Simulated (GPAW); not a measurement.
**LiNbO3 (R3c): G0W0 with GPAW, start to end**

How does a plane-wave GW calculation on LiNbO3 (R3c) run from the first input to the gap?

Program: GPAW 26.7.0. Level of theory: PBE and many-body steps on it, plane waves. Results are calculated unless marked as measured.

## 1. Set-up

It takes space group R3c (No. 161, trigonal). The conventional cell has a = 5.152 Å, b = 5.152 Å, c = 13.869 Å, α = 90.00°, β = 90.00°, γ = 120.00°. Nearest to Li lie 6 O at 2.07 to 2.24 Å. Nearest to Nb lie 6 O at 1.88 to 2.13 Å. Nearest to O lie 2 Nb at 1.88 to 2.13 Å and 2 Li at 2.07 to 2.24 Å. Farther neighbours and most contacts between anions are not listed.

The cell and positions come from the Crystallography Open Database and are kept as given unless a step says otherwise.

## 2. Ground state

This step: GPAW 26.7.0; DFT, PBE, plane waves, PAW.

The ground-state density comes first.

run.py reads:

```python
import json
import numpy as np
from gpaw.mpi import world
from ase import Atoms
from gpaw import GPAW, PW, FermiDirac

atoms = Atoms(['Li', 'Li', 'Nb', 'Nb', 'O', 'O', 'O', 'O', 'O', 'O'],
    cell=[[2.5758000000, 1.4871388234, 4.6230000000],
      [-2.5758000000, 1.4871388234, 4.6230000000],
      [0.0000000000, -2.9742776468, 4.6230000000]],
    scaled_positions=[[0.2815000000, 0.2815000000, 0.2815000000],
      [0.7815000000, 0.7815000000, 0.7815000000],
      [0.0000550000, 0.0000550000, 0.0000550000],
      [0.5000550000, 0.5000550000, 0.5000550000],
      [0.1123100000, 0.3583600000, 0.7195900000],
      [0.7195900000, 0.1123100000, 0.3583600000],
      [0.3583600000, 0.7195900000, 0.1123100000],
      [0.2195900000, 0.8583600000, 0.6123100000],
      [0.8583600000, 0.6123100000, 0.2195900000],
      [0.6123100000, 0.2195900000, 0.8583600000]],
    pbc=(True, True, True))
calc = GPAW(mode=PW(600),
    xc='PBE',
    kpts={'size': (6, 6, 6), 'gamma': True},
    occupations=FermiDirac(0.001),
    nbands=-11,
    convergence={'density': 1e-6, 'bands': -3},
    maxiter=100,
    txt='gs.txt')
atoms.calc = calc
res = {'energy': atoms.get_potential_energy()}
kpts = calc.get_ibz_k_points()
res['kpts'] = kpts
res['eigenvalues'] = [calc.get_eigenvalues(kpt=k) for k in range(len(kpts))]
res['n_electrons'] = calc.get_number_of_electrons()
calc.write('gs.gpw')

if world.rank == 0:
    with open('result.json', 'w') as f:
        json.dump(res, f, default=lambda x: x.tolist())
```

On the command line:

```bash
> mpirun -n 4 gpaw python run.py
```

Numbers of over 12 decimals in the logs are rounded to 6 here.

Output:

```text
__  _  _
 | _ |_)|_||  |
 |__||  | ||/\| - 26.7.0

Input parameters:
  mode=PW(ecut=600.0),
  convergence={'density': 1e-06, 'bands': -3},
  kpts=MonkhorstPack(size=(6, 6, 6), gamma=True),
  maxiter=100,
  nbands=-11,
  occupations=Occupations(name='fermi-dirac', width=0.001, fixmagmom=False),
  xc=XC(name='PBE')
  [... matrices ...]
Diagonalizing LCAO Hamiltonian
Converting LCAO to pw mode

            Li

               O
        O
            NbO
          O
                O
          O
            Li

            Nb

Atoms  # Å, Bohr magnetons
|   | symbol |         x |         y |         z |    initial magnetic moments |
| 0 |     Li |  0.000000 | -0.000000 |  3.904123 | ( 0.0000,  0.0000,  0.0000) |
| 1 |     Li |  0.000000 | -0.000000 | 10.838624 | ( 0.0000,  0.0000,  0.0000) |
| 2 |     Nb | -0.000000 | -0.000000 |  0.000763 | ( 0.0000,  0.0000,  0.0000) |
| 3 |     Nb | -0.000000 |  0.000000 |  6.935263 | ( 0.0000,  0.0000,  0.0000) |
| 4 |      O | -0.633776 | -1.440309 |  5.502572 | ( 0.0000,  0.0000,  0.0000) |
| 5 |      O |  1.564232 |  0.171289 |  5.502572 | ( 0.0000,  0.0000,  0.0000) |
| 6 |      O | -0.930456 |  1.269020 |  5.502572 | ( 0.0000,  0.0000,  0.0000) |
| 7 |      O | -1.645344 | -0.218119 |  7.814072 | ( 0.0000,  0.0000,  0.0000) |
| 8 |      O |  0.633776 |  1.533969 |  7.814072 | ( 0.0000,  0.0000,  0.0000) |
| 9 |      O |  1.011568 | -1.315850 |  7.814072 | ( 0.0000,  0.0000,  0.0000) |

Unit cell  # Å
| periodic |         x |         y |        z |  lengths |    angles |
|      yes |  2.575800 |  1.487139 | 4.623000 | 5.497132 | 55.883237 |
|      yes | -2.575800 |  1.487139 | 4.623000 | 5.497132 | 55.883237 |
|      yes |  0.000000 | -2.974278 | 4.623000 | 5.497132 | 55.883237 |

Number of symmetries: 3
Symmetry operations  # r_c * U_cc + t_c -> r_c
|   | kind |            matrix            |
| 0 |  E   |  1, 0, 0,  0, 1, 0,  0, 0, 1 |
| 1 |  C3  |  0, 1, 0,  0, 0, 1,  1, 0, 0 |
| 2 |  C3  |  0, 0, 1,  1, 0, 0,  0, 1, 0 |

BZ-sampling:
  Number of BZ points: 216
  Number of IBZ points: 40

  Monkhorst-Pack size: [6, 6, 6]
  Monkhorst-Pack shift: [0.083333, 0.083333, 0.083333]

K-points  # in reciprocal-cell coordinates
|     |                                coordinates |     weight |
|   0 | (  0.00000000,   0.00000000,   0.00000000) | 0.00462963 |
|   1 | (  0.16666667,   0.00000000,  -0.16666667) | 0.02777778 |
|   2 | (  0.16666667,   0.00000000,   0.00000000) | 0.02777778 |
|   3 | (  0.16666667,   0.16666667,  -0.16666667) | 0.02777778 |
|   4 | (  0.16666667,   0.16666667,   0.00000000) | 0.02777778 |
|   5 | (  0.16666667,   0.16666667,   0.16666667) | 0.00925926 |
|   6 | (  0.33333333,  -0.16666667,  -0.33333333) | 0.02777778 |
|   7 | (  0.33333333,  -0.16666667,  -0.16666667) | 0.02777778 |
|   8 | (  0.33333333,  -0.16666667,   0.00000000) | 0.02777778 |
|   9 | (  0.33333333,  -0.16666667,   0.16666667) | 0.02777778 |
| ... |                                            |            |
|  39 | (  0.50000000,   0.50000000,   0.50000000) | 0.00462963 |

Plane wave coefficients: 3570
Cutoff: 600.0 eV

Spin-components: 1 (collinear spins)
Bands:           43
Projectors:      48
Spin-degeneracy: 2
Datatype:        complex128

  Storage: CPU
  Wave functions: 97_283_200 bytes (24_320_800 per core)
  Projectors: 74_659_200 bytes (18_664_800 per core)
  [... matrices ...]
Parallelization:
  kpt:    4
  domain: 1
  band:   1

Density:
  Valence electrons: 64.0
  Components: 1
  Grid points: [32 32 32]
  Charge: 0.0  # |e|

Potential:
  Grid points: [32 32 32]

species:
  Li:
    name:    Lithium
    Z:       3.0
    valence: 1
    core:    2
    charge:  0.0  # [|e|]
    compensation charges:
      type: gauss
      rc: 0.33  # [Å]
      lmax: 2
    cutoffs:
      filter: 1.91  # [Å]
      core: 2.55  # [Å]
    projectors
    | kind |    occ | energy [eV] | rcut [Å] |
    |   2s |  1.000 |      -2.874 |    1.058 |
    |   2p |  0.000 |      -1.090 |    1.058 |
    |    s |        |      24.337 |    1.058 |

    Using partial waves for Li as LCAO basis

  Nb:
    name:    Niobium
    Z:       41.0
    valence: 13
    core:    28
    charge:  0.0  # [|e|]
    compensation charges:
      type: gauss
      rc: 0.40  # [Å]
      lmax: 2
    cutoffs:
      filter: 2.35  # [Å]
      core: 1.51  # [Å]
    projectors
    | kind |    occ | energy [eV] | rcut [Å] |
    |   4s |  2.000 |     -58.361 |    1.323 |
    |   5s |  1.000 |      -3.980 |    1.323 |
    |   4p |  6.000 |     -34.526 |    1.323 |
    |   5p |  0.000 |      -1.111 |    1.323 |
    |   4d |  4.000 |      -3.041 |    1.244 |
    |    d |        |      24.171 |    1.244 |

    Using partial waves for Nb as LCAO basis

  O:
    name:    Oxygen
    Z:       8.0
    valence: 6
    core:    2
    charge:  0.0  # [|e|]
    compensation charges:
      type: gauss
      rc: 0.21  # [Å]
      lmax: 2
    cutoffs:
      filter: 1.17  # [Å]
      core: 0.83  # [Å]
    projectors
    | kind |    occ | energy [eV] | rcut [Å] |
    |   2s |  2.000 |     -23.961 |    0.688 |
    |   2p |  4.000 |      -9.029 |    0.598 |
    |    s |        |       3.251 |    0.688 |
    |    p |        |      18.182 |    0.598 |
    |    d |        |       0.000 |    0.619 |

    Using partial waves for O as LCAO basis

Reference energy: -220462.985026  # eV

eigensolver:
  PPCG
  Converge bands: -3
  niter=2

density mixing:
  MSR1-Mixer
  Pratt-step length: 0.05
  Maximum mixing coefficient: 0.75
  Old densities: 10
  SVD Regularization: 0.005
  Good broyden scale: 1.0
  Trust region scale: 1.0
  Backstep threshold: 4.0
  History deletion threshold: 6.0
  Fourier metric: weight=20.0, sigma=0.015

occupation numbers:
  Fermi-Dirac:
    width: 0.0010  # eV

poisson solver:
  ecut: 4800.0  # eV

xc functional:
  name: PBE with 2 nearest neighbor stencil

Initialization done in: 4.827 s

convergence criteria:
- Maximum integral of absolute [dens]ity change: 1e-06 electrons / valence electron
- Maximum [total energy] change in last 3 cyles: 0.0005 eV / valence electron
- Maximum integral of absolute [eigenst]ate change: 4e-08 eV^2 / valence electron
maximum number of iterations: 100

SCF iterations
|iter     |     time |      energy | eigst |  dens |
|iter:   1|  |  -98.463999 | +0.49 |       |
|iter:   2|  |  -93.488455 | -0.77 | -0.72 |
|iter:   3|  |  -81.600242 | +0.57 | -0.78 |
|iter:   4|  |  -81.250463 | -0.75 | -1.39 |
|iter:   5|  |  -81.274236 | -1.23 | -1.65 |
|iter:   6|  |  -81.250004c| -1.90 | -2.16 |
|iter:   7|  |  -81.248587c| -2.36 | -2.71 |
|iter:   8|  |  -81.248631c| -2.83 | -3.39 |
|iter:   9|  |  -81.248625c| -3.11 | -3.63 |
|iter:  10|  |  -81.248625c| -3.52 | -3.89 |
|iter:  11|  |  -81.248626c| -3.86 | -4.72 |
|iter:  12|  |  -81.248626c| -4.22 | -5.22 |
|iter:  13|  |  -81.248626c| -4.55 | -5.60 |
|iter:  14|  |  -81.248626c| -4.93 | -6.10c|
|iter:  15|  |  -81.248626c| -5.25 | -6.60c|
|iter:  16|  |  -81.248626c| -5.64 | -7.26c|
|iter:  17|  |  -81.248626c| -5.99 | -7.78c|
|iter:  18|  |  -81.248626c| -6.35 | -8.26c|
|iter:  19|  |  -81.248626c| -6.69 | -9.02c|
|iter:  20|  |  -81.248626c| -6.99 | -9.64c|
|iter:  21|  |  -81.248626c| -7.29 | -9.96c|
|iter:  22|  |  -81.248626c| -7.56c|-10.41c|

Converged in 22 steps
SCF loop duration: 40.415 s (1.837 s/step)
Energy contributions relative to reference atoms: (reference = -220462.985026)
  [... matrices ...]
Energy contributions:
  Kinetic:          63.762705
  Coulomb:         -82.351784
  Zero:              0.121299
  External:          0.000000
  Xc:              -62.780845
  Entropy:          -0.000000
  Spinorbit:         0.000000
  ----------------------------
  Free energy:     -81.248626
  Extrapolated:    -81.248626

dipole moment: (0.000000, -0.000000, -54.460943)  # |e|*Ang

Fermi level: 5.953
Eigenvalues  # (at kpt = [0.000, 0.000, 0.000])
| band index |      eig [eV] | occ [0-2] |
|          0 |       -50.052 |     2.000 |
|        ... |               |           |
|         24 |         3.247 |     2.000 |
|         25 |         3.247 |     2.000 |
|         26 |         3.436 |     2.000 |
|         27 |         3.443 |     2.000 |
|         28 |         3.443 |     2.000 |
|         29 |         3.660 |     2.000 |
|         30 |         4.129 |     2.000 |
|         31 |         4.129 |     2.000 |
|         32 |         7.727 |     0.000 |
[...]
|         36 |         9.307 |     0.000 |
|         37 |         9.471 |     0.000 |
|         38 |        11.433 |     0.000 |
|         39 |        11.835 |     0.000 |
|        ... |               |           |
|         42 |        14.592 |     0.000 |

Gap: 3.585 eV
Transition (v -> c):
  (s=0, k=5, n=31, [0.17, 0.17, 0.17]) -> (s=0, k=4, n=32, [0.17, 0.17, 0.00])
Direct/indirect transitions are different
Direct gap: 3.598 eV
Transition at: (s=0, k=0, n=31, [0.00, 0.00, 0.00])
# Writing to gs.gpw (mode='')
  [... matrices ...]
```

Run time: 47 s. Hardware: 4 MPI ranks of Intel Xeon Platinum 8488C (Sapphire Rapids), shared host; peak memory 1.1 GiB; 3.1 min of CPU time.

This step gave:

```yaml
total_energy: -81.2486 eV
gap: 3.585 eV
k_of_the_valence_top: 0.1667, 0.1667, 0.1667
k_of_the_conduction_bottom: 0.1667, 0.1667, 0
least_direct_gap: 3.598 eV
```

The gap is indirect, with the least direct gap 0.013 eV higher.

## 3. Empty states on the mesh, 4×4×4 mesh, 95 bands

The sums over transitions need many empty states on a uniform mesh; this step solves for them.

run.py reads:

```python
import json
import numpy as np
from gpaw.mpi import world
from gpaw import GPAW

calc = GPAW('gs.gpw').fixed_density(kpts={'size': (4, 4, 4), 'gamma': True},
    nbands=110,
    convergence={'bands': 95},
    txt='nscf.txt')
calc.write('full.gpw', mode='all')
res = {}
kpts = calc.get_ibz_k_points()
res['kpts'] = kpts
res['eigenvalues'] = [calc.get_eigenvalues(kpt=k) for k in range(len(kpts))]
res['n_electrons'] = calc.get_number_of_electrons()

if world.rank == 0:
    with open('result.json', 'w') as f:
        json.dump(res, f, default=lambda x: x.tolist())
```

On the command line:

```bash
> mpirun -n 4 gpaw python run.py
```

Output:

```text
Diagonalizing LCAO Hamiltonian
Converting LCAO to pw mode
convergence criteria:
- Maximum integral of absolute [eigenst]ate change: 4e-08 eV^2 / valence electron
maximum number of iterations: 100

SCF iterations
|iter     |     time |      energy | eigst |  dens |
|iter:   1|  |             | +3.36 |       |
|iter:   2|  |             | +2.05 |       |
|iter:   3|  |             | +0.94 |       |
[...]
|iter:  11|  |             | -6.41 |       |
|iter:  12|  |             | -7.27 |       |
|iter:  13|  |             | -7.61c|       |
SCF steps: 13
  __  _  _
 | _ |_)|_||  |
 |__||  | ||/\| - 26.7.0

Input parameters:
  mode=PW(ecut=600.0),
  convergence={'bands': 95},
  gpts=array([32, 32, 32]),
  kpts=MonkhorstPack(size=(4, 4, 4), gamma=True),
  maxiter=100,
  nbands=110,
  occupations=Occupations(name='fermi-dirac', width=0.001, fixmagmom=False),
  parallel={},
  xc=XC(name='PBE')
# Writing to full.gpw (mode='all')
  [... matrices ...]

timing:  # [seconds]
  Total: 0.090  # ━━━━━━━━━━━━━━━━━━━━━━━━━━━━━━━━━━━━━━━━━━━━━━━━━━━━━━━━━━━
```

It took 30 s on 4 MPI ranks; peak memory 1.2 GiB; 2 min of CPU time.

This step gave:

| Quantity | Value |
| --- | --- |
| gap | 3.594 eV |
| k of the valence top | 0, 0, 0 |
| k of the conduction bottom | 0.5, 0.25, 0 |
| least direct gap | 3.598 eV |
| k points computed | 14 |
| lowest point of the top converged band, above the valence top | 36.26 eV |

On this mesh the gap is 3.594 eV.

## 4. Screening and self-energy, 4×4×4 mesh, 85 bands, screening to 50 eV

G0W0 replaces the xc potential by the self-energy, built once from these orbitals. Only a window of levels is corrected, while the sums run over the empty bands that the input names.

This step: G0W0 on PBE, plane waves, PAW.

run.py reads:

```python
import json
import numpy as np
from gpaw.mpi import world
from gpaw.response.g0w0 import G0W0

gw = G0W0('full.gpw',
    filename='gw',
    kpts=[0, 9],
    bands=(30, 34),
    ecut=50,
    nbands=85,
    integrate_gamma='WS',
    ppa=True)
gw.calculate()
res = {mode: {k: v for k, v in r.items() if k != 'sigma_eskwn'}
       for mode, r in gw.all_results.items()}

if world.rank == 0:
    with open('result.json', 'w') as f:
        json.dump(res, f, default=lambda x: x.tolist())
```

On the command line:

```bash
> mpirun -n 4 gpaw python run.py
```

Output:

```text
Using integrator: PointIntegrator
FrequencyGridDescriptor(from 0.000+0.000j to 0.000+27.211j eV, 2 points)
Nonperiodic BCs:  [False False False]
Using integrator: PointIntegrator
FrequencyGridDescriptor(from 0.000+0.000j to 0.000+27.211j eV, 2 points)
Nonperiodic BCs:  [False False False]
  ___  _ _ _
 |   || | | |
 | | || | | |
 |__ ||_____|
 |___|

BZ k-points: Symmetries present (total): 3

  [... matrices ...]
64 k-points: 4 x 4 x 4 Monkhorst-Pack grid + [1/8,1/8,1/8]
14 k-points in the irreducible part of the Brillouin zone
       k-points in crystal coordinates                weights
   0:     0.00000000    0.00000000    0.00000000          1/64
   1:     0.25000000    0.00000000   -0.25000000          6/64
   2:     0.25000000    0.00000000    0.00000000          6/64
   3:     0.25000000    0.25000000   -0.25000000          6/64
   4:     0.25000000    0.25000000    0.00000000          6/64
   5:     0.25000000    0.25000000    0.25000000          2/64
   6:     0.50000000    0.00000000    0.00000000          3/64
   7:     0.50000000    0.00000000    0.25000000          6/64
   8:     0.50000000    0.25000000   -0.25000000          6/64
   9:     0.50000000    0.25000000    0.00000000          6/64
          ...
  13:     0.50000000    0.50000000    0.50000000          1/64

Distributing spins, k-points and bands (1 x 2 x 4) over 4 processes
Number of blocks: 1

Quasi particle states:
k-points (IBZ indices): [0, 9]
Band range: (30, 34)
  [... matrices ...]
Computational parameters:
Plane wave cut-off: 50 eV
Number of bands: 85
Coulomb cutoff: None
Broadening: 0.1 eV

fxc modes: GW
Kernel: RPA
Using Godby-Needs plasmon-pole approximation:
  Fitting energy: i*E0, E0 = 1.000 Hartree
Summing all q:

Calculating screened Coulomb potential
No Coulomb truncation
FrequencyGridDescriptor(from 0.000+0.000j to 0.000+27.211j eV, 2 points)
Removing empty qpoint cache files...

Calculating chi0 body with:
    Ground state adapter containing:
    Number of spins: 1
    Number of kpoints: 64
    Number of irreducible kpoints: 14
    Number of completely occupied states: 32
    Number of partially occupied states: 32
    Occupied states memory: 16.0 M / cpu

    Linear response parametrization:
    q_c: [0.0, 0.0, 0.0]
    Number of frequency points: 2
    Planewave cutoff: 50.0
    Number of bands: 85
    Number of planewaves: 77
    Broadening (eta): 1e-06
    comm.size: 4
    kncomm.size: 4
    blockcomm.size: 1

    Memory estimate of potentially large arrays:
        chi0_wGG: 0.180939 M / cpu
Integrating chi0 body.

Symmetries of q_c:
    Direct symmetries (Uq -> q): 3
    Indirect symmetries (TUq -> q): 3
In total 6 allowed symmetries.

  [... matrices ...]
14 groups of equivalent kpoints. 78.125% reduction.

Integral kind: response function
Integrating chi0 head and wings.

Symmetries of q_c:
    Direct symmetries (Uq -> q): 3
    Indirect symmetries (TUq -> q): 3
In total 6 allowed symmetries.

  [... matrices ...]
14 groups of equivalent kpoints. 78.125% reduction.

Integral kind: response function wings

Calculating chi0 body with:
    Ground state adapter containing:
    Number of spins: 1
    Number of kpoints: 64
    Number of irreducible kpoints: 14
    Number of completely occupied states: 32
    Number of partially occupied states: 32
    Occupied states memory: 16.0 M / cpu

    Linear response parametrization:
[... the further q-points ...]

Results:
f:      Occupation numbers
eps:     KS-eigenvalues [eV]
vxc:     KS vxc [eV]
exx:     Exact exchange [eV]
sigma:   Self-energies [eV]
dsigma:  Self-energy derivatives
Z:       Renormalization factors
qp:      QP-energies [eV]

k-point 0 (0): (0.000, 0.000, 0.000)                GW
band       f     eps     vxc     exx   sigma  dsigma       Z      qp
                                                                   GW
  30   1.000   4.129 -20.693 -25.728   4.996  -0.292   0.774   4.099
  31   1.000   4.129 -20.693 -25.728   4.996  -0.292   0.774   4.099
  32   0.000   7.727 -19.729 -13.852  -3.401  -0.224   0.817   9.749
  33   0.000   7.727 -19.729 -13.852  -3.401  -0.224   0.817   9.749

k-point 1 (9): (0.500, 0.250, 0.000)                GW
band       f     eps     vxc     exx   sigma  dsigma       Z      qp
                                                                   GW
  30   1.000   3.828 -20.627 -25.637   4.938  -0.290   0.775   3.772
  31   1.000   4.020 -20.652 -25.765   5.032  -0.292   0.774   3.957
  32   0.000   7.723 -19.711 -13.786  -3.459  -0.223   0.818   9.739
  33   0.000   8.202 -20.057 -14.132  -3.422  -0.231   0.812  10.236
```

Run time: 1.9 min. Hardware: 4 MPI ranks; peak memory 2.5 GiB; 7.4 min of CPU time.

Numbers from this step:

```yaml
g0w0_gap_on_the_points_computed: 5.641 eV
least_direct_g0w0_gap_on_the_computed_points: 5.650 eV
z_at_the_valence_top: 0.7742
z_at_the_conduction_bottom: 0.8177
starting_gap_on_the_mesh: 3.594 eV
k_of_the_valence_top: 0, 0, 0
k_of_the_conduction_bottom: 0.5, 0.25, 0
```

The gap on the mesh goes from 3.59 eV to 5.64 eV, a correction of +2.05 eV.

Limits: finite bands, cutoff and mesh; no spin-orbit coupling. v1 is the top filled band, c1 the lowest empty one. Levels before and after the correction, in eV, zero at the valence-band top of each column:

```tsv
	conduction bottom	valence top
Kohn-Sham	3.59	0.00
G0W0	5.64	0.00
```

```tsv
	level	energy (eV)
Kohn-Sham	Γ v2-v1	0.000
Kohn-Sham	Γ c1-c2	3.598
Kohn-Sham	(0.5 0.25 0) v2	-0.301
Kohn-Sham	(0.5 0.25 0) v1	-0.109
Kohn-Sham	(0.5 0.25 0) c1	3.594
Kohn-Sham	(0.5 0.25 0) c2	4.073
G0W0	Γ v2-v1	0.000
G0W0	Γ c1-c2	5.650
G0W0	(0.5 0.25 0) v2	-0.326
G0W0	(0.5 0.25 0) v1	-0.142
G0W0	(0.5 0.25 0) c1	5.641
G0W0	(0.5 0.25 0) c2	6.137
```

## 5. Where the time went

Times are wall times on 4 MPI ranks of Intel Xeon Platinum 8488C (Sapphire Rapids), shared host, good to a factor of about two.

```tsv
step	time	share	memory (GiB)
ground state	47 s	25 %	1.1
empty states on the mesh	30 s	16 %	1.2
screening and self-energy	1.9 min	59 %	2.5
```

## 6. Outcome

```
PBE gap              : 3.58 eV, indirect (only 13 meV under the direct gap)
G0W0 gap on the mesh : 5.64 eV
GW settings          : 4×4×4 mesh, 85 bands, screening to 50 eV, Godby-Needs plasmon pole
known limits         : not at the basis limit; no spin-orbit coupling
```

G0W0 moves the gap on the mesh from 3.59 eV to 5.64 eV (+2.05 eV), with Z of 0.77 and 0.82 at the edges. Only 2 of the mesh's irreducible points were corrected, so a valley elsewhere could overtake. The dearest step here is «screening and self-energy». Bands and cutoff are finite, so the gap is not at the basis limit. The miss can reach some tenths of an eV and take either sign; the mesh is an error of its own. These stock PAW sets were not made for GW. In the G0W0 run levels were corrected at 2 k points alone, so a gap called «on the mesh» is the least over those, and an edge elsewhere would be missed. The many-body steps are scalar-relativistic: spin-orbit coupling is not in them.

[Paths, hosts, dates, memory and timing lines, banners, echoed tables and standing remarks are left out of the program output.]

[Logs are printed without paths, hosts, clocks, repeated set-up lines and the standing remarks that a program may print on its own settings, such as how far it seeks lower states.]

[Runs of the session that timed out or met a known fault of the program may be left out.]

[Hosts, paths, dates, database ids (printed as entryN), source tags and the programs' standing remarks are cut or masked in the printed files.]
